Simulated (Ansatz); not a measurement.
# TiB2 (P6/mmm): zone-centre modes under pressure, part 2 of 2

Aim: how do the optical modes of TiB2 (P6/mmm) move with volume?

Ansatz 0.2.0; DFT PBEsol, scalar-relativistic, plane waves, PAW; PAW set soft_1.

So far. Step 3 (Tight relaxation): The forces vanish by symmetry and the pressure is -0.003 GPa, within the tolerances set. The cell now holds 8.37 Å³/atom.

## Step 4: Modes at rest

The force constants come from the linear response of the density to a displacement.

The modes at rest are the reference of the series.

input.yaml

```yaml
crystal:
  lattice:
    - [3.0174958953, 0.0, 0.0]
    - [-1.5087479477, 2.6132281012, 0.0]
    - [0.0, 0.0, 3.1841071496]
  atoms:
    - { symbol: B, position: [0.3333333333, 0.6666666667, 0.5] }
    - { symbol: B, position: [0.6666666667, 0.3333333333, 0.5] }
    - { symbol: Ti, position: [0.0, 0.0, 0.0] }
kpoints:
  mp_grid: { grid: [15, 15, 16] }
hamiltonian:
  xc: pbesol
  pseudopotentials: { kind: paw, azcp: { folder: soft_1 }, xc_functional: pbe }
scf:
  occupations: { method: methfessel_paxton, width: 0.2 }
output:
  eigenvalues: true
phonons:
  method: dfpt
```

The run is started by

```console
$ ansatz run input.yaml --threads 4 --pin off --max-ram 10240MiB --backend cpu --events-out ev --progress --plain --runs-dir out
```

Numbers of over 12 decimals in the logs are rounded to 6 here.

Output:

```text
zone centre: on kpoints.mp_grid the ground state, and the responses unless they are solved on pairs of k-points, stand on 576 of the mesh's 3600 k-points, reduced under 4 symmetry operations, with k and −k counted as one. Each operation leaves every solved displacement unchanged or reverses it
[...]
Crystal: 3 atoms, lattice volume = 25.108 Å³
Basis set: ecut = 420 eV, 503 PW (Γ), exchange–correlation on 48×48×48 points (8 copies of the dense FFT grid, shifted against one another)
Bands: 13, of which v1, the nominal top of the filled ones, is band 9 counted from 1 (8 counted from 0)
Symmetry: 24 space group operations
k-points: 576 of 3600 (irreducible under 4 space group operations, time reversal used)
[...]
SCF iter   1: F=—  HF=-2783.787821 eV  |F-HF|=—  |Δ(HF+E_count)|=         —  Δρ=1.08e-1  dr2=4.54e0  ethr=3.10e-3  ⟨swp⟩=4.3  Hψ=35471  notcnv=0
[...]
SCF iter  10: F=-2782.629058 eV  HF=-2782.629058 eV  |F-HF|=0.00e0  |Δ(HF+E_count)|=  1.36e-12  S|Δr|=    0.00e0  Δρ=6.45e-9  dr2=1.52e-14  ethr=1.00e-12  ⟨swp⟩=4.6  Hψ=25982  notcnv=0
[...]
SCF 1 converged in 10 iterations: F = -2782.629058 eV  dr2 = 1.52e-14
[...]
DFPT response loops at Γ: preconditioner auto → Kerker (q_TF=auto, 2.581 Å⁻¹) (partly filled bands, converged f_vac=0.000); β = 1.00, the filter's whole step (`scf.mixing.beta` (0.50) is not read by the response loops under this deck's `scf.mixing.preconditioner`; to damp them name `kerker` or `kerker_dos`, under which they read `scf.mixing.beta`, and type it under 1.00, their step now; both keys bind the ground state too); Broyden in place of MSR1
SCF converged after 10 iterations
[...]
Free energy (F): -2782.629058 eV
[...]
Internal energy: -2782.629091 eV  (E = F + TS)
E sigma→0 (E₀):  -2782.629066 eV
Entropy (-TS):   0.000033 eV (0.011 meV/atom)
Fermi energy:    15.388554 eV
[...]
--- Band table (eV; the first three rows and the last of 576) ---
  k-point 0: bands = [... 5 lower, 12.6450, 12.6450, 13.1588, 13.1806, 17.3324, 17.3324, 19.2072, 19.2072]
  k-point 1: bands = [... 5 lower, 12.3678, 12.6880, 12.6880, 13.9167, 17.1790, 17.1790, 19.1103, 19.1103]
  k-point 2: bands = [... 5 lower, 11.5251, 12.8163, 12.8163, 14.6063, 16.8094, 16.8094, 18.8315, 18.8315]
  k-point 575: bands = [... 5 lower, 8.5123, 10.2172, 10.9282, 12.6873, 17.8627, 18.3784, 19.1417, 20.0818]
--- Phonons (Γ-DFPT): 4 representative perturbations + reference, on 576 of 3600 k-points (Σ response iterations 12) ---
  k mesh reduced under 4 symmetry operations, with k and −k counted as one. Each operation leaves every solved displacement unchanged or reverses it
  ASR residual: 2.236e-6 → 0.000e0 eV/Å²; symmetrization residual: 1.163e-6 eV/Å²
  ASR residual per site (eV/Å²): 9.26e-7 9.26e-7 2.24e-6
  Γ frequencies (cm⁻¹): 0.00 0.00 0.00 528.04 528.04 529.49 561.62 900.79 900.79
  non-analytic LO–TO correction: not included (Born effective charges unavailable; polar crystals: no LO–TO splitting at Γ)
```

Wall time 20 s (4 threads of AMD EPYC 7B13 (Zen 3), shared host); peak memory 0.98 GiB; 71 s of CPU time.

Reading the cycles: dr2 is the Hartree energy of the density residual (eV), the measure of convergence; HF is the Harris–Foulkes estimate of the energy, which meets the free energy F at convergence.

This step gave:

- sum-rule residual before enforcement: 2.24e-6 eV/Å²
- point group: 6/mmm
- highest optical mode at the zone centre (no LO-TO term): 900.8 cm⁻¹
- lowest optical zone-centre mode: 528.0 cm⁻¹

Patterns of degenerate modes are one choice out of their space. The modes at Γ (shares of kinetic energy by element, %):

```tsv
mode	frequency (cm⁻¹)	symmetry	B %	Ti %
1	0.0	acoustic	31	69
2	0.0	acoustic	31	69
3	0.0	acoustic	31	69
4	528.0	E1u	69	31
5	528.0	E1u	69	31
6	529.5	A2u	69	31
7	561.6	B1g	100	0
8	900.8	E2g	100	0
9	900.8	E2g	100	0
```

Displacements in mode 4 (528.0 cm⁻¹), the largest set to 1:
```
B1   0.00  1.00  0.00
B2   0.00  1.00  0.00
Ti3  0.00 -0.45  0.00
```

Displacements in mode 7 (561.6 cm⁻¹), the largest set to 1:
```
B1   0.00  0.00  1.00
B2   0.00  0.00 -1.00
Ti3  0.00  0.00  0.00
```

Before it was imposed, the acoustic sum rule was missed by 2.2e-6 eV/Å². Small misses are needed for a sound result but don't prove that mesh and cutoff are converged. The lowest optical mode is real, 528 cm⁻¹.

## Step 5: A member of the series: 1.06 times the volume at rest

The cell is set to 1.06 times the volume at rest, and shape and atoms relax at that volume.

input.yaml, the sections that differ from step 4:

```yaml
crystal:
  lattice:
    - [3.0713645939, 0.0, 0.0]
    - [-1.535682297, 2.6598797626, 0.0]
    - [0.0, 0.0, 3.2577981188]
  atoms:
    - { symbol: B, position: [0.3333333333, 0.6666666667, 0.5] }
    - { symbol: B, position: [0.6666666667, 0.3333333333, 0.5] }
    - { symbol: Ti, position: [0.0, 0.0, 0.0] }
output:
  forces: true
  stress: true
  eigenvalues: true
relax:
  adjacent_minimum: "off"
  f_tol: 0.001
  max_steps: 60
  cell: { stress_tol: 0.01, fix: [volume] }
# kpoints, hamiltonian, scf: as in step 4
# phonons: removed
```

Output:

```text
[...]
Crystal: 3 atoms, lattice volume = 26.614 Å³
Basis set: ecut = 420 eV, 551 PW (Γ), exchange–correlation on 48×48×48 points (8 copies of the dense FFT grid, shifted against one another)
Bands: 13, of which v1, the nominal top of the filled ones, is band 9 counted from 1 (8 counted from 0)
Symmetry: 24 space group operations
[...]
k-points: 243 of 3600
[...]
--- Relaxed structure (3 steps of the walk, 3 accepted, 1 SCFs on fresh bases) ---
[...]
cell:  # Å, volume = 26.6145 Å³
    - [3.068687, 2.8842268765257692e-11, 0]
    - [-1.534343, 2.657561, 0]
    - [0, 0, 3.263486]
  atoms:
    - { symbol: B, position: [0.333333, 0.666667, 0.500000] }
    - { symbol: B, position: [0.666667, 0.333333, 0.500000] }
    - { symbol: Ti, position: [0, 0, 0] }
[key lines of the parts left out:]
SCF converged after 4 iterations
Free energy (F): -2782.561410 eV
Fermi energy:    14.454761 eV
P = ⅓ Tr σ = -13.7144 GPa (-137.144 kbar)
```

Wall time 5.3 s (4 threads); peak memory 0.46 GiB.

Relaxation path:

```tsv
step	energy less that of the first step (eV)	largest force component (eV/Å)	pressure (GPa)	volume (Å³)
1	0.0000	0.0000	-13.81	26.61
2	-0.0001	0.0000	-13.70	26.61
3	-0.0001	0.0000	-13.71	26.61
4*	-0.0001	0.0000	-13.71	26.61
```

Relaxation steps marked * repeat the geometry before them on a plane-wave basis chosen anew for their cell, so energy and pressure can jump there.

Forces are held to the 24 operations that the run works with; a distortion that breaks them can't arise in this run.

```tsv
conventional cell, symmetrised	before	after	change
a (Å)	3.071	3.069	-0.1 %
b (Å)	3.071	3.069	-0.1 %
c (Å)	3.258	3.263	+0.2 %
volume (Å³/atom)	8.87	8.87	-0.0 %
```

Final coordinates:

```
B Ti
1.0
     3.06869    0.00000    0.00000
    -1.53434    2.65756    0.00000
     0.00000    0.00000    3.26349
B Ti
2 1
Direct
  0.33333 0.66667 0.50000
  0.66667 0.33333 0.50000
  0.00000 0.00000 0.00000
```

Numbers from this step:

| Item | Value |
| --- | --- |
| pressure | -13.71 GPa |
| volume per atom | 8.871 Å³ |

The forces vanish by symmetry, at a pressure of -13.71 GPa.

## Step 6: Modes of this member: 1.06 times the volume at rest

The zone-centre modes follow for 1.06 times the volume at rest.

input.yaml, the sections that differ from step 5:

```yaml
crystal:
  lattice:
    - [3.0686867489, 0.0, 0.0]
    - [-1.5343433745, 2.6575606808, 0.0]
    - [0.0, 0.0, 3.2634863402]
  atoms:
    - { symbol: B, position: [0.3333333333, 0.6666666667, 0.5] }
    - { symbol: B, position: [0.6666666667, 0.3333333333, 0.5] }
    - { symbol: Ti, position: [0.0, 0.0, 0.0] }
output:
  eigenvalues: true
phonons:
  method: dfpt
# kpoints, hamiltonian, scf: as in step 5
# relax: removed
```

Output:

```text
[...]
Crystal: 3 atoms, lattice volume = 26.614 Å³
Basis set: ecut = 420 eV, 551 PW (Γ), exchange–correlation on 48×48×48 points (8 copies of the dense FFT grid, shifted against one another)
Bands: 13, of which v1, the nominal top of the filled ones, is band 9 counted from 1 (8 counted from 0)
Symmetry: 24 space group operations
k-points: 576 of 3600 (irreducible under 4 space group operations, time reversal used)
[...]
SCF iter   1: F=—  HF=-2783.632083 eV  |F-HF|=—  |Δ(HF+E_count)|=         —  Δρ=1.02e-1  dr2=4.35e0  ethr=3.10e-3  ⟨swp⟩=4.3  Hψ=35108  notcnv=0
[...]
SCF iter   3: F=—  HF=-2782.564475 eV  |F-HF|=—  |Δ(HF+E_count)|=   4.92e-1  S|Δr|=    0.00e0  Δρ=8.52e-3  dr2=2.50e-2  ethr=3.10e-3  ⟨swp⟩=5.0  Hψ=59730  notcnv=0
automatic band count: the SCF goes on with 17 bands, as 13 were too few: they end inside the smearing window of the response
SCF iter   4: F=—  HF=-2782.561387 eV  |F-HF|=—  |Δ(HF+E_count)|=   3.09e-3  S|Δr|=    0.00e0  Δρ=9.48e-4  dr2=2.68e-4  ethr=1.39e-4  ⟨swp⟩=1.4  Hψ=14779  notcnv=0
[...]
SCF iter  10: F=-2782.561410 eV  HF=-2782.561410 eV  |F-HF|=4.55e-13  |Δ(HF+E_count)|=  1.05e-11  S|Δr|=    0.00e0  Δρ=6.39e-9  dr2=1.04e-14  ethr=1.00e-12  ⟨swp⟩=7.5  Hψ=38875  notcnv=0
SCF 1 converged in 10 iterations: F = -2782.561410 eV  dr2 = 1.04e-14
[...]
SCF converged after 10 iterations
[...]
Free energy (F): -2782.561410 eV
[...]
Internal energy: -2782.561473 eV  (E = F + TS)
E sigma→0 (E₀):  -2782.561426 eV
Entropy (-TS):   0.000062 eV (0.021 meV/atom)
Fermi energy:    14.454761 eV
[...]
--- Band table (eV; the first three rows and the last of 576) ---
  k-point 0: bands = [... 5 lower, 11.8902, 11.8902, 12.1577, 12.3682, 16.2255, 16.2255, 17.9519, 17.9519, ... 4 higher]
  k-point 1: bands = [... 5 lower, 11.4733, 11.9306, 11.9306, 12.9950, 16.0930, 16.0930, 17.8645, 17.8645, ... 4 higher]
  k-point 2: bands = [... 5 lower, 10.6540, 12.0507, 12.0507, 13.6526, 15.7687, 15.7687, 17.6123, 17.6123, ... 4 higher]
  k-point 575: bands = [... 5 lower, 7.7861, 9.4508, 10.1016, 11.8960, 16.6694, 17.2099, 17.8612, 18.7147, ... 4 higher]
[...]
ASR residual: 3.146e-6 → 0.000e0 eV/Å²; symmetrization residual: 9.366e-7 eV/Å²
  ASR residual per site (eV/Å²): 2.07e-6 2.07e-6 3.15e-6
  Γ frequencies (cm⁻¹): 0.00 0.00 0.00 472.27 485.74 485.74 533.11 836.71 836.71
[...]
```

It took 24 s on 4 threads; peak memory 1.1 GiB.

This step gave:

- sum-rule residual before enforcement: 3.15e-6 eV/Å²
- highest optical mode at the zone centre (no LO-TO term): 836.7 cm⁻¹
- lowest optical zone-centre mode: 472.3 cm⁻¹

Patterns of degenerate modes are one choice out of their space. Modes at Γ, with each element's share of the kinetic energy:

```tsv
mode	frequency (cm⁻¹)	symmetry	B %	Ti %
1	0.0	acoustic	31	69
2	0.0	acoustic	31	69
3	0.0	acoustic	31	69
4	472.3	A2u	69	31
5	485.7	E1u	69	31
6	485.7	E1u	69	31
7	533.1	B1g	100	0
8	836.7	E2g	100	0
9	836.7	E2g	100	0
```

The lowest optical mode is real, 472 cm⁻¹, and the highest lies at 836.7 cm⁻¹.

Between step 4 and this run (volume ratio 1.06) the value for the highest optical mode at the zone centre (no LO-TO term) moves from 901 cm⁻¹ to 837 cm⁻¹ (-7 %).

## Step 7: A member of the series: 0.9 times the volume at rest

The cell is set to 0.9 times the volume at rest, and shape and atoms relax at that volume.

input.yaml, the sections that differ from step 6:

```yaml
crystal:
  lattice:
    - [2.9232140087, 0.0, 0.0]
    - [-1.4616070044, 2.5315775922, 0.0]
    - [0.0, 0.0, 3.0535310244]
  atoms:
    - { symbol: B, position: [0.3333333333, 0.6666666667, 0.5] }
    - { symbol: B, position: [0.6666666667, 0.3333333333, 0.5] }
    - { symbol: Ti, position: [0.0, 0.0, 0.0] }
output:
  forces: true
  stress: true
  eigenvalues: true
relax:
  adjacent_minimum: "off"
  f_tol: 0.001
  max_steps: 60
  cell: { stress_tol: 0.01, fix: [volume] }
# kpoints, hamiltonian, scf: as in step 6
# phonons: removed
```

Output:

```text
[...]
Crystal: 3 atoms, lattice volume = 22.597 Å³
Basis set: ecut = 420 eV, 407 PW (Γ), exchange–correlation on 40×40×48 points (8 copies of the dense FFT grid, shifted against one another)
Bands: 13, of which v1, the nominal top of the filled ones, is band 9 counted from 1 (8 counted from 0)
Symmetry: 24 space group operations
[...]
k-points: 243 of 3600
[...]
--- Relaxed structure (3 steps of the walk, 3 accepted, 1 SCFs on fresh bases) ---
[...]
cell:  # Å, volume = 22.5972 Å³
    - [2.925654, 2.8891729882463635e-11, 0.0]
    - [-1.462827, 2.533691, 0.0]
    - [0.0, 0.0, 3.048440]
  atoms:
    - { symbol: B, position: [0.333333, 0.666667, 0.5] }
    - { symbol: B, position: [0.666667, 0.333333, 0.5] }
    - { symbol: Ti, position: [0, 0, 0.0] }
[key lines of the parts left out:]
SCF converged after 4 iterations
Free energy (F): -2782.384060 eV
Fermi energy:    17.173500 eV
P = ⅓ Tr σ = 34.0673 GPa (340.673 kbar)
```

Wall time 4.4 s (4 threads); peak memory 0.45 GiB.

Relaxation path:

```tsv
step	energy less that of the first step (eV)	largest force component (eV/Å)	pressure (GPa)	volume (Å³)
1	0.0000	0.0000	34.16	22.60
2	-0.0001	0.0000	34.07	22.60
3	-0.0001	0.0000	34.07	22.60
4*	-0.0002	0.0000	34.07	22.60
```

Relaxation steps marked * repeat the geometry before them on a plane-wave basis chosen anew for their cell, so energy and pressure can jump there.

The run keeps the 24 symmetry operations that it works with, so distortions that break them were not tested.

```tsv
conventional cell, symmetrised	before	after	change
a (Å)	2.923	2.926	+0.1 %
b (Å)	2.923	2.926	+0.1 %
c (Å)	3.054	3.048	-0.2 %
volume (Å³/atom)	7.53	7.53	-0.0 %
```

The relaxed structure:

```xyz
3
Lattice="2.9257 0.0000 0.0000 -1.4628 2.5337 0.0000 0.0000 0.0000 3.0484" Properties=species:S:1:pos:R:3 pbc="T T T"
B     0.0000    1.6891    1.5242
B     1.4628    0.8446    1.5242
Ti    0.0000    0.0000    0.0000
```

Numbers from this step:

```
pressure        : 34.07 GPa
volume per atom : 7.532 Å³
```

The forces vanish by symmetry, at a pressure of 34.07 GPa.

## Step 8: Modes of this member: 0.9 times the volume at rest

The zone-centre modes follow for 0.9 times the volume at rest.

input.yaml, the sections that differ from step 7:

```yaml
crystal:
  lattice:
    - [2.9256541195, 0.0, 0.0]
    - [-1.4628270598, 2.5336907902, 0.0]
    - [0.0, 0.0, 3.0484396181]
  atoms:
    - { symbol: B, position: [0.3333333333, 0.6666666667, 0.5] }
    - { symbol: B, position: [0.6666666667, 0.3333333333, 0.5] }
    - { symbol: Ti, position: [0.0, 0.0, 0.0] }
output:
  eigenvalues: true
phonons:
  method: dfpt
# kpoints, hamiltonian, scf: as in step 7
# relax: removed
```

Output:

```text
[...]
Crystal: 3 atoms, lattice volume = 22.597 Å³
Basis set: ecut = 420 eV, 407 PW (Γ), exchange–correlation on 40×40×48 points (8 copies of the dense FFT grid, shifted against one another)
Bands: 13, of which v1, the nominal top of the filled ones, is band 9 counted from 1 (8 counted from 0)
Symmetry: 24 space group operations
k-points: 576 of 3600 (irreducible under 4 space group operations, time reversal used)
[...]
k-point 2: bands = [... 5 lower, 13.1992, 14.2885, 14.2885, 16.4502, 18.8072, 18.8072, 21.1797, 21.1797]
  k-point 575: bands = [... 5 lower, 9.9107, 11.7325, 12.5574, 14.2195, 20.1638, 20.6351, 21.6147, 22.7201]
[...]
ASR residual: 1.112e-5 → 0.000e0 eV/Å²; symmetrization residual: 6.403e-7 eV/Å²
  ASR residual per site (eV/Å²): 4.19e-6 4.19e-6 1.11e-5
  Γ frequencies (cm⁻¹): 0.00 0.00 0.00 608.06 608.06 615.65 635.15 1022.43 1022.43
[...]
[key lines of the parts left out:]
SCF converged after 9 iterations
Free energy (F): -2782.384060 eV
Fermi energy:    17.173501 eV
```

Elapsed: 20 s, on 4 threads; peak memory 0.94 GiB; 68 s of CPU time.

This step gave:

```yaml
sum_rule_residual_before_enforcement: 1.11e-5 eV/Å²
highest_optical_mode_at_the_zone_centre_no_lo_to_term: 1022 cm⁻¹
lowest_optical_zone_centre_mode: 608.1 cm⁻¹
```

Patterns of degenerate modes are one choice out of their space. Modes at Γ, with each element's share of the kinetic energy:

```tsv
mode	frequency (cm⁻¹)	symmetry	B %	Ti %
1	0.0	acoustic	31	69
2	0.0	acoustic	31	69
3	0.0	acoustic	31	69
4	608.1	E1u	69	31
5	608.1	E1u	69	31
6	615.6	B1g	100	0
7	635.1	A2u	69	31
8	1022.4	E2g	100	0
9	1022.4	E2g	100	0
```

The lowest optical mode is real, 608 cm⁻¹, and the highest lies at 1022.4 cm⁻¹.

For the highest optical mode at the zone centre (no LO-TO term), step 4 gave 901 cm⁻¹; this run, with volume ratio 0.9, gives 1022 cm⁻¹ (+14 %).

## Step 9: The series together

The members are set side by side, also those not shown above.

Each row is one cell with its response, relaxed at fixed volume as far as symmetry leaves anything free; energies are extrapolated to zero smearing, and E0 is that at rest; shape and atoms are relaxed in each cell where symmetry leaves them free; all runs use 15×15×16 k points and Methfessel-Paxton smearing of 0.2 eV. State of the crystal along the series:

```tsv
volume ratio	V (Å³/atom)	pressure (GPa)	E - E0 (meV/atom)	first cell vector (Å)	third cell vector (Å)
0.9	7.532	34.07	81.66	2.926	3.048
0.92	7.7	25.84	50.44	2.945	3.076
0.94	7.867	18.39	27.4	2.963	3.103
0.96	8.035	11.65	11.77	2.982	3.13
0.98	8.202	5.538	2.845	3	3.157
0.99	8.286	2.7	0.6979	3.009	3.171
1	8.369	-0.003492	0	3.018	3.184
1.02	8.537	-5.027	2.671	3.035	3.211
1.04	8.704	-9.583	10.34	3.052	3.237
1.06	8.871	-13.71	22.55	3.069	3.264
```

Each mode is tracked from rest by its pattern, and modes that stay within 0.3 cm⁻¹ of each other stand once; shape and atoms are relaxed in each cell where symmetry leaves them free; all runs use 15×15×16 k points and Methfessel-Paxton smearing of 0.2 eV. Optical modes along the series:

```tsv
V (Å³/atom)	mode 4 to E1u (cm⁻¹)	mode 6 to A2u (cm⁻¹)	mode 7 B1g (cm⁻¹)	mode 8 E2g (cm⁻¹)
7.532	608.1	635.1	615.6	1022
7.7	591	612.8	604.1	996.4
7.867	574.5	591.1	593	971.3
8.035	558.5	570	582.2	947
8.202	543	549.5	571.7	923.5
8.286	535.5	539.4	566.6	912.1
8.369	528	529.5	561.6	900.8
8.537	513.5	510	551.8	878.8
8.704	499.4	490.9	542.3	857.4
8.871	485.7	472.3	533.1	836.7
```

From cubic fits (parabolas where under five rows exist) of ln ω and P against ln V through the rows within about 4 % of rest: γ = −d ln ω / d ln V and dω/dP = γ ω / B. Slopes at rest:

```tsv
mode	fitted frequency at rest (cm⁻¹)	Grüneisen parameter γ	dω/dP (cm⁻¹/GPa)
mode 4 to E1u	528	1.4	2.79
mode 6 to A2u	529.5	1.86	3.74
mode 7 B1g	561.6	0.89	1.89
mode 8 E2g	900.8	1.24	4.24
```

## Step 10: Results

| Quantity | Value |
| --- | --- |
| members | 10 |
| highest optical mode at the zone centre (no LO-TO term), at rest | 900.8 cm⁻¹ |
| bulk modulus at rest | 264 GPa |
| mode 4 to E1u, γ | 1.40 |
| mode 6 to A2u, γ | 1.86 |
| mode 7 B1g, γ | 0.89 |
| mode 8 E2g, γ | 1.24 |

The series spans -13.7 to 34.1 GPa, and the slope at rest gives a bulk modulus of 264 GPa. Among the modes in the table of slopes γ runs from 0.89 (mode 7 B1g) to 1.86 (mode 6 to A2u). One k mesh and one cutoff serve the ground states and modes of all volumes. These are harmonic frequencies at zero temperature: anharmonic shifts, linewidths and thermal expansion are left out. With no gap, or one that is small against the smearing, the frequencies hang on the k mesh and the smearing, most of all near Kohn anomalies. The PAW files were made for PBE; the program adapts parts of them to the functional of the run, but their partial waves stay those of PBE, an approximation that was not tested in this session. Only the zone centre was solved, so an instability at another wavevector cannot show here.

[Logs are printed without paths, hosts, clocks, repeated set-up lines and the standing remarks that a program may print on its own settings, such as how far it seeks lower states.]

[Hosts, paths, dates, database ids (printed as entryN), source tags and the programs' standing remarks are cut or masked in the printed files.]
